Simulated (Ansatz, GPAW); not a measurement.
## Optical response of WS3 (model structure)

Aim: the dielectric function of WS3 (model structure), and the optical constants that follow from it. The structure is a model built here, which may or may not match a known phase. It was built so: All O replaced by S in the Pm-3m structure of WO3. The cell is first relaxed with Ansatz.

Method: DFT, LDA, plane-wave PAW (GPAW data sets), scalar-relativistic, RPA, optical limit, in GPAW 26.7.0.

## (1) Set-up

Symmetry: Pm-3m, No. 221, cubic system. Conventional cell: a = 4.920 Å, b = 4.920 Å, c = 4.920 Å, α = 90.00°, β = 90.00°, γ = 90.00°. W has 6 S at 2.46 Å nearest. Nearest to S lie 2 W at 2.46 Å. All O replaced by S in the Pm-3m structure of WO3. Farther neighbours and most contacts between anions are not listed.

## (2) Relaxation

The structure was built or cut out here, so it is relaxed before any spectrum is computed.

This step: DFT, LDA, plane-wave PAW, default files, scalar-relativistic, relaxation (Ansatz 0.2.0).

Input file input.yaml:

```yaml
crystal:
  lattice:
    - [4.91951964, 0.0, 0.0]
    - [0.0, 4.91951964, 0.0]
    - [0.0, 0.0, 4.91951964]
  atoms:
    - { symbol: W, position: [0.0, 0.0, 0.0] }
    - { symbol: S, position: [0.5, 0.0, 0.0] }
    - { symbol: S, position: [0.0, 0.5, 0.0] }
    - { symbol: S, position: [0.0, 0.0, 0.5] }
kpoints:
  mp_grid: { grid: [5, 5, 5] }
scf:
  occupations: { method: fermi_dirac, width: 0.05 }
hamiltonian:
  xc: lda
output:
  forces: true
  stress: true
relax:
  f_tol: 0.02
  max_steps: 50
  cell: {}
```

The run is started by

```sh
ansatz run input.yaml --threads 1 --pin off --max-ram 4096MiB --backend cpu --events-out ev --progress --plain --runs-dir out
```

Numbers of over 12 decimals in the logs are rounded to 6 here.

Log:

```text
Engine: ansatz 0.2.0, aarch64-unknown-linux-gnu
Pseudopotentials: kind: paw
Pseudopotential: W, paw, valence charge 14, recommended cutoff 420 eV (normal), W.paw.azcp
Pseudopotential: S, paw, valence charge 6, recommended cutoff 420 eV (normal), S.paw.azcp
Functional definition: SPW92
  exchange = slater_x
  correlation = pw_c
Crystal: 4 atoms, lattice volume = 119.061 Å³
Basis set: ecut = 420 eV, 2325 PW (Γ)
Bands: 20, of which v1, the nominal top of the filled ones, is band 16 counted from 1 (15 counted from 0)
Symmetry: 48 space group operations
Space group: Pm-3m (ITA 221), of the structure as read, at distance tolerance 4.9e-5 Å
k-points: 10 of 125
Non-local potential: W, projectors of the file, l = 0: 3, l = 1: 2, l = 2: 2, l = 3: 1
Non-local potential: S, projectors of the file, l = 0: 2, l = 1: 2, l = 2: 2
PAW form: soft (Blöchl's): semilocal exchange-correlation on the pseudo side does not see the compensation charge
PAW frozen core: W, regenerated for the run's functional, and the local potential with it (the file was generated under x = pbe(κ = 0.804, μ = 0.219515), c = pbe(β = 0.066725))
PAW frozen core: S, regenerated for the run's functional, and the local potential with it (the file was generated under x = pbe(κ = 0.804, μ = 0.219515), c = pbe(β = 0.066725))
PAW one-centre angular grid: W, 590 points (default); XC on 64 Gauss nodes
PAW one-centre angular grid: S, 110 points (default); XC on 64 Gauss nodes
Initial density: superposition of atomic densities (neutral atoms: chi_scale 0, normalization atom), corrected by the library's trained network
Initial wavefunctions: pseudopotential atomic-orbital guess
Functional: x = slater, c = lda
SCF iter   1: F=—  HF=-12737.470692 eV  |F-HF|=—  |Δ(HF+E_count)|=         —  Δρ=1.50e-2  dr2=6.24e-1  ethr=1.77e-3  ⟨swp⟩=6.2  Hψ=2280  notcnv=0
automatic band count: the SCF goes on with 24 bands, as 20 were too few: the levels above may hold too much charge
preconditioner: auto → LDOS  [metal: Δε(μ)=0.002 eV  Ē_g=8.746 eV  σ=0.050 eV  W_gap=0.01  n_scr=18 (ndim 8)  ℏωp=16.7 eV  f_vac=0.187  D(μ)=8.22/eV (n_scr^D=80)  β→1.0]
SCF iter   2: F=—  HF=-12737.413029 eV  |F-HF|=—  |Δ(HF+E_count)|=   5.77e-2  Δρ=4.54e-3  dr2=4.09e-2  ethr=1.77e-3  ⟨swp⟩=2.0  Hψ=334  notcnv=0
SCF iter   3: F=—  HF=-12737.408651 eV  |F-HF|=—  |Δ(HF+E_count)|=   4.38e-3  Δρ=6.71e-4  dr2=1.13e-3  ethr=1.28e-4  ⟨swp⟩=2.0  Hψ=268  notcnv=0  defer=4
SCF iter   4: F=—  HF=-12737.408529 eV  |F-HF|=—  |Δ(HF+E_count)|=   1.22e-4  Δρ=7.99e-5  dr2=8.29e-6  ethr=3.53e-6  ⟨swp⟩=2.2  Hψ=301  notcnv=0  defer=4
SCF iter   5: F=—  HF=-12737.408533 eV  |F-HF|=—  |Δ(HF+E_count)|=   3.81e-6  Δρ=1.08e-5  dr2=1.79e-7  ethr=2.59e-8  ⟨swp⟩=2.2  Hψ=374  notcnv=0  defer=4
SCF iter   6: F=-12737.408533 eV  HF=-12737.408533 eV  |F-HF|=3.75e-9  |Δ(HF+E_count)|=   4.62e-8  Δρ=1.97e-6  dr2=5.35e-9  ethr=3.13e-10  ⟨swp⟩=4.9  Hψ=797  notcnv=0
SCF 1 converged in 6 iterations: F = -12737.408533 eV  dr2 = 5.35e-9
  greatest PAW one-centre occupation: 1.000 electrons in one spin orbital (limit 2), on the W atom at site 0 (counted from 0), in its partial waves of l = 0
relax step   1: F+E_penalty+E_count = -12737.40853303 eV  Δ(F+E_penalty+E_count) = +0.000e0 eV  max|allowed force component| = 1.372e-30 eV/Å  Δτ_max = 0.0000 Å  P = -13.413 GPa  Ω = 119.061 Å³  (6 SCF iters, dr2 threshold 1.00e-7 eV, accepted)
Crystal: 4 atoms, lattice volume = 102.483 Å³
Basis set: ecut = 420 eV, 2007 PW (Γ)
Bands: 24, of which v1, the nominal top of the filled ones, is band 16 counted from 1 (15 counted from 0)
Initial density: handed on by an earlier stage of this run
Initial wavefunctions: those handed on with the density
iter 1 solved again at ethr=7.17e-4 eV; its pass at ethr=3.10e-3 eV (dr2=2.29e-1 eV) is discarded
SCF iter   1: F=—  HF=-12738.448079 eV  |F-HF|=—  |Δ(HF+E_count)|=         —  Δρ=9.84e-3  dr2=2.31e-1  ethr=7.17e-4  ⟨swp⟩=1.3  Hψ=1374  notcnv=0
preconditioner: auto → LDOS  [metal: Δε(μ)=0.045 eV  Ē_g=9.651 eV  σ=0.050 eV  W_gap=0.22  n_scr=18 (ndim 8)  ℏωp=18.0 eV  f_vac=0.131  D(μ)=6.85/eV (n_scr^D=80)  β→1.0]
SCF iter   2: F=—  HF=-12738.393351 eV  |F-HF|=—  |Δ(HF+E_count)|=   5.47e-2  Δρ=3.11e-3  dr2=5.39e-3  ethr=7.17e-4  ⟨swp⟩=3.0  Hψ=432  notcnv=0
SCF iter   3: F=—  HF=-12738.392592 eV  |F-HF|=—  |Δ(HF+E_count)|=   7.59e-4  Δρ=8.17e-4  dr2=1.07e-3  ethr=1.68e-5  ⟨swp⟩=2.7  Hψ=391  notcnv=0
SCF iter   4: F=—  HF=-12738.392404 eV  |F-HF|=—  |Δ(HF+E_count)|=   1.89e-4  Δρ=3.08e-4  dr2=1.75e-4  ethr=3.36e-6  ⟨swp⟩=2.9  Hψ=431  notcnv=0
SCF iter   5: F=—  HF=-12738.392389 eV  |F-HF|=—  |Δ(HF+E_count)|=   1.49e-5  Δρ=7.15e-5  dr2=9.63e-6  ethr=5.47e-7  ⟨swp⟩=1.4  Hψ=240  notcnv=0
SCF iter   6: F=—  HF=-12738.392387 eV  |F-HF|=—  |Δ(HF+E_count)|=   1.43e-6  Δρ=1.67e-5  dr2=6.39e-7  ethr=3.01e-8  ⟨swp⟩=1.1  Hψ=242  notcnv=0
SCF iter   7: F=-12738.392387 eV  HF=-12738.392387 eV  |F-HF|=5.12e-9  |Δ(HF+E_count)|=   5.58e-8  Δρ=1.82e-6  dr2=6.90e-9  ethr=1.25e-9  ⟨swp⟩=4.5  Hψ=762  notcnv=0
SCF 2 converged in 7 iterations: F = -12738.392387 eV  dr2 = 6.90e-9
relax step   2: F+E_penalty+E_count = -12738.39238734 eV  Δ(F+E_penalty+E_count) = -9.839e-1 eV  max|allowed force component| = 4.520e-31 eV/Å  Δτ_max = 0.0000 Å  P = -4.102 GPa  Ω = 102.483 Å³  energy of the carried Pulay correction = +1.127e-3 eV  (7 SCF iters, dr2 threshold 4.00e-7 eV, accepted)
Crystal: 4 atoms, lattice volume = 96.572 Å³
Basis set: ecut = 420 eV, 1863 PW (Γ)
iter 1 solved again at ethr=2.07e-4 eV; its pass at ethr=3.10e-3 eV (dr2=6.62e-2 eV) is discarded
SCF iter   1: F=—  HF=-12738.452679 eV  |F-HF|=—  |Δ(HF+E_count)|=         —  Δρ=5.24e-3  dr2=6.61e-2  ethr=2.07e-4  ⟨swp⟩=1.6  Hψ=1357  notcnv=0
preconditioner: auto → LDOS  [metal: Δε(μ)=0.060 eV  Ē_g=9.963 eV  σ=0.050 eV  W_gap=0.29  n_scr=18 (ndim 8)  ℏωp=18.5 eV  f_vac=0.129  D(μ)=6.16/eV (n_scr^D=80)  β→1.0]
SCF iter   2: F=—  HF=-12738.438246 eV  |F-HF|=—  |Δ(HF+E_count)|=   1.44e-2  Δρ=1.60e-3  dr2=1.47e-3  ethr=2.07e-4  ⟨swp⟩=2.7  Hψ=422  notcnv=0
SCF iter   3: F=—  HF=-12738.438053 eV  |F-HF|=—  |Δ(HF+E_count)|=   1.93e-4  Δρ=2.63e-4  dr2=9.96e-5  ethr=4.59e-6  ⟨swp⟩=2.5  Hψ=344  notcnv=0
SCF iter   4: F=—  HF=-12738.438031 eV  |F-HF|=—  |Δ(HF+E_count)|=   2.24e-5  Δρ=9.11e-5  dr2=7.47e-6  ethr=3.11e-7  ⟨swp⟩=2.0  Hψ=356  notcnv=0
SCF iter   5: F=—  HF=-12738.438031 eV  |F-HF|=—  |Δ(HF+E_count)|=   1.94e-7  Δρ=1.65e-5  dr2=4.45e-7  ethr=2.33e-8  ⟨swp⟩=2.5  Hψ=361  notcnv=0
SCF iter   6: F=-12738.438031 eV  HF=-12738.438031 eV  |F-HF|=2.83e-9  |Δ(HF+E_count)|=   7.01e-8  Δρ=1.69e-6  dr2=3.56e-9  ethr=1.25e-9  ⟨swp⟩=4.0  Hψ=730  notcnv=0
SCF 3 converged in 6 iterations: F = -12738.438031 eV  dr2 = 3.56e-9
relax step   3: F+E_penalty+E_count = -12738.43803090 eV  Δ(F+E_penalty+E_count) = -4.564e-2 eV  max|allowed force component| = 2.547e-30 eV/Å  Δτ_max = 0.0000 Å  P = +1.981 GPa  Ω = 96.572 Å³  energy of the carried Pulay correction = +1.571e-3 eV  (6 SCF iters, dr2 threshold 4.00e-7 eV, accepted)
[...]
relax step   4: F+E_penalty+E_count = -12738.44831575 eV  Δ(F+E_penalty+E_count) = -1.028e-2 eV  max|allowed force component| = 6.541e-30 eV/Å  Δτ_max = 0.0000 Å  P = -0.138 GPa  Ω = 98.420 Å³  energy of the carried Pulay correction = +1.430e-3 eV  (5 SCF iters, dr2 threshold 4.00e-7 eV, accepted)
[...]
relax step   5: F+E_penalty+E_count = -12738.44837913 eV  Δ(F+E_penalty+E_count) = -6.338e-5 eV  max|allowed force component| = 4.478e-31 eV/Å  Δτ_max = 0.0000 Å  P = -0.004 GPa  Ω = 98.298 Å³  energy of the carried Pulay correction = +1.439e-3 eV  (4 SCF iters, dr2 threshold 4.75e-8 eV, accepted)
Initial wavefunctions: pseudopotential atomic-orbital guess (no wavefunctions were taken with the density)
iter 1 solved again at ethr=4.59e-7 eV; its pass at ethr=3.10e-3 eV (dr2=1.47e-4 eV) is discarded
SCF iter   1: F=—  HF=-12738.446979 eV  |F-HF|=—  |Δ(HF+E_count)|=         —  Δρ=1.55e-4  dr2=2.77e-6  ethr=4.59e-7  ⟨swp⟩=3.1  Hψ=1882  notcnv=0
preconditioner: auto → LDOS  [metal: Δε(μ)=0.067 eV  Ē_g=9.858 eV  σ=0.050 eV  W_gap=0.32  n_scr=18 (ndim 8)  ℏωp=18.3 eV  f_vac=0.136  D(μ)=4.92/eV (n_scr^D=32)  β→1.0]
SCF iter   2: F=—  HF=-12738.446984 eV  |F-HF|=—  |Δ(HF+E_count)|=   4.33e-6  Δρ=9.94e-6  dr2=5.35e-8  ethr=8.67e-9  ⟨swp⟩=2.2  Hψ=352  notcnv=0
SCF iter   3: F=—  HF=-12738.446984 eV  |F-HF|=—  |Δ(HF+E_count)|=   1.81e-8  Δρ=4.06e-6  dr2=2.58e-8  ethr=1.67e-10  ⟨swp⟩=2.0  Hψ=409  notcnv=0
SCF iter   4: F=—  HF=-12738.446984 eV  |F-HF|=—  |Δ(HF+E_count)|=   5.17e-9  Δρ=6.85e-7  dr2=4.21e-10  ethr=8.07e-11  ⟨swp⟩=2.1  Hψ=335  notcnv=0
SCF iter   5: F=-12738.446984 eV  HF=-12738.446984 eV  |F-HF|=3.64e-12  |Δ(HF+E_count)|=  1.42e-10  Δρ=4.71e-8  dr2=1.52e-12  ethr=1.00e-12  ⟨swp⟩=5.1  Hψ=876  notcnv=0
SCF 6 converged in 5 iterations: F = -12738.446984 eV  dr2 = 1.52e-12
relax step   6: F+E_penalty+E_count = -12738.44698356 eV  Δ(F+E_penalty+E_count) = +1.396e-3 eV  max|allowed force component| = 5.265e-31 eV/Å  Δτ_max = 0.0000 Å  P = -0.004 GPa  Ω = 98.298 Å³  stress off target by 4.29e-3 GPa  SCF on the basis re-selected at this cell (its energy is not comparable with the rows above)  (5 SCF iters)
basis re-selected at this cell: Δ(F+E_penalty+E_count) = +1.396e-3 eV, ΔP = -0.001 GPa vs the last step (what re-selecting the basis moved, of the pressure what is left beyond the Pulay correction that the steps carried, after the strain that the cell walked since its last selection, with what the two solves' SCF thresholds leave and, on support functions, any second-order correction that the steps lacked; it is no measure of the basis error at this ecutwfc). The dense FFT grid was sized anew with the basis: this SCF ran on 32×32×32 points, the steps before it on 36×36×36, so part of this shift can come from that change (see relax.cell in the input reference). [rest of the remark cut]
SCF converged after 5 iterations
Free energy (F): -12738.446984 eV
Harris-Foulkes:  -12738.446984 eV  (|F-HF|=3.64e-12)
Internal energy: -12738.407292 eV  (E = F + TS)
E sigma→0 (E₀):  -12738.427138 eV
Entropy (-TS):   -0.039692 eV (-9.923 meV/atom)
Fermi energy:    5.814284 eV
--- Per-component energies (eV) ---
  E_band       = -343.633615
  E_kinetic    = 772.531085
  E_local      = -2276.693454  (includes V_loc(G=0)·N_el)
  E_nonlocal   = 93.662277
  E_hartree    = 856.479906
  E_xc         = -552.066098
  E_vxc        = -499.763025  (∫ρ·V_xc dr)
  E_paw        = -10015.732771  (= ΣΔE_a)
  E_vpaw       = -146.330220  (= ΣTr[D̂ρ^β])
  E_aug_tail   = -0.000047  (compensation charges beyond the density's cutoff)
  E_ewald      = -1617.330936
  E_core_change = 0.742746  (= ΣΔE_core)
  E_smearing   = -0.039692  (= −TS)
  E_closure    = 0.000000  (closes the sum)
  Σ components = -12738.446984   (vs F -12738.446984, Δ=0.00e0)
--- Forces (eV/Å), atoms counted from 1 ---
  atom   1  W      0.00000000    -0.00000000    -0.00000000
  atom   2  S      0.00000000     0.00000000     0.00000000
  atom   3  S     -0.00000000     0.00000000     0.00000000
  atom   4  S      0.00000000     0.00000000     0.00000000
  max |Σ_I F_I| component: 7.86e-31 eV/Å
--- Stress (GPa, compression-positive) ---
       -0.004289      -0.000000       0.000000
       -0.000000      -0.004289       0.000000
        0.000000       0.000000      -0.004289
  P = ⅓ Tr σ = -0.0043 GPa (-0.043 kbar)
--- Relaxed structure (5 steps of the walk, 5 accepted, 1 SCFs on fresh bases) ---
  F+E_penalty+E_count = -12738.44698356 eV   max|allowed force component| = 5.265e-31 eV/Å   (the final SCF, on the basis selected at the relaxed cell)
  cell:  # Å, volume = 98.2979 Å³
    - [4.615103, 0, 0]
    - [0, 4.615103, 0]
    - [0, 0, 4.615103]
  atoms:
    - { symbol: W, position: [0, 0, 0] }
    - { symbol: S, position: [0.5, 0, 0] }
    - { symbol: S, position: [0, 0.5, 0] }
    - { symbol: S, position: [0, 0, 0.5] }
```

Elapsed: 6.9 s, on 1 thread of Arm Neoverse V2, shared host; peak memory 0.33 GiB.

Step by step:

| step | energy less that of the first step (eV) | largest force component (eV/Å) | pressure (GPa) | volume (Å³) |
| --- | --- | --- | --- | --- |
| 1 | 0.0000 | 0.0000 | -13.41 | 119.06 |
| 2 | -0.9839 | 0.0000 | -4.10 | 102.48 |
| 3 | -1.0295 | 0.0000 | 1.98 | 96.57 |
| 4 | -1.0398 | 0.0000 | -0.14 | 98.42 |
| 5 | -1.0398 | 0.0000 | 0.00 | 98.30 |
| 6* | -1.0385 | 0.0000 | 0.00 | 98.30 |

Relaxation steps marked * repeat the geometry before them on a plane-wave basis chosen anew for their cell, so energy and pressure can jump there.

Forces are held to the 48 operations that the run works with; a distortion that breaks them can't arise in this run.

| conventional cell, symmetrised | before | after | change |
| --- | --- | --- | --- |
| a (Å) | 4.920 | 4.615 | -6.2 % |
| b (Å) | 4.920 | 4.615 | -6.2 % |
| c (Å) | 4.920 | 4.615 | -6.2 % |
| volume (Å³/atom) | 29.77 | 24.57 | -17.4 % |

The relaxed structure:

```xyz
4
Lattice="4.6151 0.0000 0.0000 0.0000 4.6151 0.0000 0.0000 0.0000 4.6151" Properties=species:S:1:pos:R:3 pbc="T T T"
W     0.0000    0.0000    0.0000
S     2.3076    0.0000    0.0000
S     0.0000    2.3076    0.0000
S     0.0000    0.0000    2.3076
```

The relaxation ends with a pressure of 0.00 GPa.

(Part 1 of 2 ends here.)

[Machine, clock and banner lines and Python warnings are left out of the logs.]

[Logs are printed without paths, hosts, clocks, repeated set-up lines and the standing remarks that a program may print on its own settings, such as how far it seeks lower states.]

[Hosts, paths, dates, database ids (printed as entryN), source tags and the programs' standing remarks are cut or masked in the printed files.]
